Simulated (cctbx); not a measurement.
# Accept or mend?

Cell a = 4.7050 Å, b = 18.7910 Å, c = 4.7760 Å, α = 90.00°, β = 90.00°, γ = 90.00°; space group Cmcm (no. 63).

The data are simulated with cctbx, not measured: Mo Kα, λ = 0.71073 Å, to d = 0.77 Å, 80 % of the full sphere, strongest reflection 40000 counts, noise from counting, a 2 % proportional error and a noise floor of 2 counts (s.d.); no absorption.

An anisotropic refinement with weights 1/σ² prints:

```text
Rint 0.020, 307 unique reflections to 0.77 A
cycle     R1     wR2    GooF  max shift (A)
   1  0.2108  0.4874  30.497   0.00683
   2  0.2064  0.4398  27.521   0.00017
final R1 0.2063 wR2 0.4398 GooF 27.521  parameters 12  data/parameter 25.6
atom        x        y        z      Ueq    occ   su(xyz)  su(Uiso or U11)
Pb1    0.50000  0.75310  0.75000  -0.0044  1.000  0.00026  0.0028  NPD
Pb2    0.00000  0.54538  0.75000  -0.0044  1.000  0.00030  0.0026  NPD
Sm1    0.00000  0.88824  0.75000  -0.0019  1.000  0.00039  0.0034  NPD
difference map: max 121.41 min -22.16 rms 6.08
Q1    0.0000  0.3210  0.2500    4  125.67  2.51 A from Pb2
Q2    0.0000  0.1145  0.2500    4   66.40  0.05 A from Sm1
Q3    0.0000  0.2562  0.7500    4   61.16  0.06 A from Pb1
Q4    0.0000  0.4614  0.2500    4   53.02  0.13 A from Pb2
Q5    0.0000  0.4568  0.7500    4   10.92  1.66 A from Pb2
Q6    0.0000  0.0445  0.2500    4   10.20  1.26 A from Sm1
```

**Question.** Can this result stand? If not, what is the likely fault?

Mend it. The fault: an atom left out, Co at (0, 0.6789, 3/4). Against the right model at the same level, R1 goes from 0.0062 to 0.2063 and GooF from 0.91 to 27.52, U of Pb2 shrinks from 0.0042 to -0.0044 Å², the top difference peak, 125.7 e/Å³, lies 2.51 Å from Pb2 and Pb1, Pb2 and Sm1 go non-positive-definite. Q1 is the missing atom. With scattering power missing, scale and phases suffer, so peaks may also grow on the heavy atoms.

The compound is SmCoPb2. The right model at the same level gives:

```text
Rint 0.020, 307 unique reflections to 0.77 A
cycle     R1     wR2    GooF  max shift (A)
   1  0.0141  0.0380   2.394   0.00084
   2  0.0062  0.0145   0.914   0.00000
final R1 0.0062 wR2 0.0145 GooF 0.914  parameters 16  data/parameter 19.2
atom        x        y        z      Ueq    occ   su(xyz)  su(Uiso or U11)
Pb1    0.50000  0.75319  0.75000   0.0027  1.000  0.00001  0.0001
Pb2    0.00000  0.54510  0.75000   0.0042  1.000  0.00001  0.0001
Sm1    0.00000  0.88783  0.75000   0.0026  1.000  0.00001  0.0001
Co1    0.00000  0.67891  0.75000   0.0070  1.000  0.00003  0.0003
difference map: max 0.72 min -0.51 rms 0.14
Q1    0.0000  0.1000  0.7500    4    0.74  2.40 A from Sm1
Q2    0.0000  0.3563  0.6355    8    0.70  1.96 A from Co1
Q3    0.0000  0.2678  0.0558    8    0.54  1.37 A from Co1
Q4    0.0000  0.4623  0.7500    4    0.51  1.56 A from Pb2
Q5    0.2429  0.3993  0.2500    8    0.47  1.55 A from Pb2
Q6    0.0000  0.1399  0.5814    8    0.43  1.67 A from Sm1
```

Isotropic U is held between 0.0001 and 1 Å² by the program, and listed peak heights are interpolated, so they can pass the grid's maximum.

The model was made for the exercise: a known structure type with other elements put in, its volume estimated, not relaxed; displacement parameters are assumed.

[Middle refinement cycles are left out of these outputs.]

[Logs are printed without paths, hosts, clocks, repeated set-up lines and the standing remarks that a program may print on its own settings, such as how far it seeks lower states.]
